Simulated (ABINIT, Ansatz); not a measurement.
# Selenium (P3_121, 3 atoms a cell): changed settings of a GW run in ABINIT

What do changed inputs do to GW on Selenium (P3_121, 3 atoms a cell)?

Program: ABINIT 10.8.3. Level of theory: PBE and many-body steps on it, plane waves. Results are calculated unless marked as measured.

Most raw output is cut from this account.

**1. Starting point**

Symmetry: P3_121, No. 152, trigonal system. The conventional cell has a = 4.366 Å, b = 4.366 Å, c = 4.954 Å, α = 90.00°, β = 90.00°, γ = 120.00°. Nearest to Se lie 2 Se at 2.37 Å.

The cell and positions come from the Crystallography Open Database and are kept as given unless a step says otherwise.

**2. Screening, 3×3×4 mesh, 135 bands, screening to 141.5 eV**

This step: ABINIT 10.8.3; RPA screening on PBE, plane waves, norm-conserving pseudopotentials.

The RPA dielectric matrix is built and inverted for each q.

run.abi reads:

```
acell 3*1.0 Angstrom
rprim 
  4.366199999998 0.000000000000 0.000000000000
  -2.183099999999 3.781240118002 0.000000000000
  0.000000000000 0.000000000000 4.953600000000
ntypat 1
znucl 34
natom 3
typat 1 1 1
xred 
  0.225400000000 0.000000000000 0.333333333333
  0.000000000000 0.225400000000 0.666666666667
  0.774600000000 0.774600000000 -0.000000000000
pp_dirpath "pseudos"
pseudos "Se.upf"
ecut 48
ngkpt 3 3 4
nshiftk 1
shiftk 0 0 0
kptopt 1
chksymbreak 0
istwfk *1
occopt 1
irdwfk 1
optdriver 3
nband 135
ecuteps 5.2
inclvkb 2
awtr 1
symchi 1
indata_prefix "in"
outdata_prefix "out"
tmpdata_prefix "tmp"
```

Launch:

```
> OMP_NUM_THREADS=1 mpirun -n 8 abinit run.abi > log
```

Wall time 91 s (8 MPI ranks of Arm Neoverse V2, shared host); peak memory 4 GiB.

Numbers from this step:

```
ε∞ with local fields, on this mesh, along the program's q direction : 12.38
the same without local fields                                       : 14.29
plasma frequency                                                    : 34.84 eV
plane waves in the screening matrix                                 : 315
```

Local fields lower ε∞ by 13 %. On a Γ-centred mesh this coarse the value itself is usually too large, while a short band sum pulls it down.

**3. Base**

The self-energy is evaluated for the states that the input lists, and the levels follow from it, in one-shot runs by the linearised quasiparticle equation.

This step: G0W0 on PBE, plane waves, norm-conserving pseudopotentials.

Changes to run.abi since step 2:

```diff
@@ -24,8 +24,17 @@
 irdwfk 1
-optdriver 3
+optdriver 4
 nband 135
+gwcalctyp 0
+ecutsigx 48
+symsigma 1
+nkptgw 2
+kptgw 
+  0.3333333333 0.3333333333 0.5000000000
+  0.0000000000 0.0000000000 0.0000000000
+bdgw 
+  35 39
+  34 38
 ecuteps 5.2
-inclvkb 2
-awtr 1
-symchi 1
+irdscr 1
+ppmodel 1
 indata_prefix "in"
```

Wall time 11 s (8 MPI ranks); peak memory 2.4 GiB.

Numbers from this step:

| Item | Value |
| --- | --- |
| G0W0 gap on the points computed | 1.929 eV |
| starting gap on the mesh | 1.261 eV |
| k of the valence top | 0.3333, 0.3333, 0.5 |
| k of the conduction bottom | 0.3333, 0.3333, 0.5 |
| Z at the valence top | 0.785 |
| Z at the conduction bottom | 0.791 |
| least direct G0W0 gap on the computed points | 1.929 eV |

The gap on the mesh goes from 1.26 eV to 1.93 eV, a correction of +0.67 eV.

**4. No symmetry in the self-energy**

Changes to run.abi since step 3:

```diff
@@ -28,3 +28,3 @@
 ecutsigx 48
-symsigma 1
+symsigma 0
 nkptgw 2
```

The job ended after 29 s (8 MPI ranks; peak memory 2.4 GiB).

This step gave:

```yaml
g0w0_gap_on_the_points_computed: 1.929 eV
starting_gap_on_the_mesh: 1.261 eV
k_of_the_valence_top: 0.3333, 0.3333, 0.5
k_of_the_conduction_bottom: 0.3333, 0.3333, 0.5
z_at_the_valence_top: 0.785
z_at_the_conduction_bottom: 0.791
least_direct_g0w0_gap_on_the_computed_points: 1.929 eV
```

Against G0W0 in ABINIT (3×3×4 mesh, 135 bands, screening to 141.5 eV, Godby-Needs plasmon pole), the gap moves by +0.000 eV.

**5. Screening cutoff above the file's**

Changes to run.abi since step 4:

```diff
@@ -28,3 +28,3 @@
 ecutsigx 48
-symsigma 0
+symsigma 1
 nkptgw 2
@@ -36,3 +36,3 @@
   34 38
-ecuteps 5.2
+ecuteps 20.8
 irdscr 1
```

It took 11 s on 8 MPI ranks; peak memory 2.4 GiB; 87 s of CPU time.

The run ended normally, though the input holds a fault or crude settings.

The fault put into this input: screening cutoff above the file's. It printed a gap of 1.93 eV, the value of the sound run: the program fell back on what its files hold, so an unchanged gap is no proof of convergence.

**6. Side by side**

Times are wall times on 8 MPI ranks of Arm Neoverse V2, shared host, good to a factor of about two. A run's time includes the screening step that it read.

```
                           run   mesh  bands  screening cutoff (eV)  DFT gap (eV)  gap on the mesh (eV)  direct (eV)  ε∞ used     time
                          base  3×3×4    135                  141.5         1.261                 1.929        1.929    12.38  1.7 min
no symmetry in the self-energy  3×3×4    135                  141.5         1.261                 1.929        1.929    12.38    2 min
```

**7. Outcome**

- base: 1.929 eV
- no symmetry in the self-energy: 1.929 eV
- known limits: not at the basis limit; no spin-orbit coupling; coarse k mesh

**Reading.** No symmetry in the self-energy: no change against base (keys changed: symsigma). Bands and cutoff are finite, so the gap is not at the basis limit. The miss can reach some tenths of an eV and take either sign; the mesh is an error of its own. In the G0W0 runs levels were corrected at 2 k points alone, so a gap called «on the mesh» is the least over those, and an edge elsewhere would be missed. A denser mesh or path gives a starting gap of 1.03 eV: the GW mesh misses a band edge, so its gaps are not the fundamental one. The 3×3×4 mesh is coarse for this cell, which bears on the long-range parts of exchange and screening. The many-body steps are scalar-relativistic: spin-orbit coupling is not in them.

[Paths, hosts, dates, memory and timing lines, banners, echoed tables and standing remarks are left out of the program output.]

[Logs are printed without paths, hosts, clocks, repeated set-up lines and the standing remarks that a program may print on its own settings, such as how far it seeks lower states.]

[Runs of the session that timed out or met a known fault of the program may be left out.]

[Hosts, paths, dates, database ids (printed as entryN), source tags and the programs' standing remarks are cut or masked in the printed files.]

[G0W0 gaps are taken among the corrected bands and points alone; a level outside them can change the order at an edge.]

[Where Ansatz stands beside ABINIT at settings called matched, ABINIT's density can come from a denser mesh and the files from another edition; pairs whose starting gaps differed by over 0.03 eV were left out, so agreement reads better than it is.]
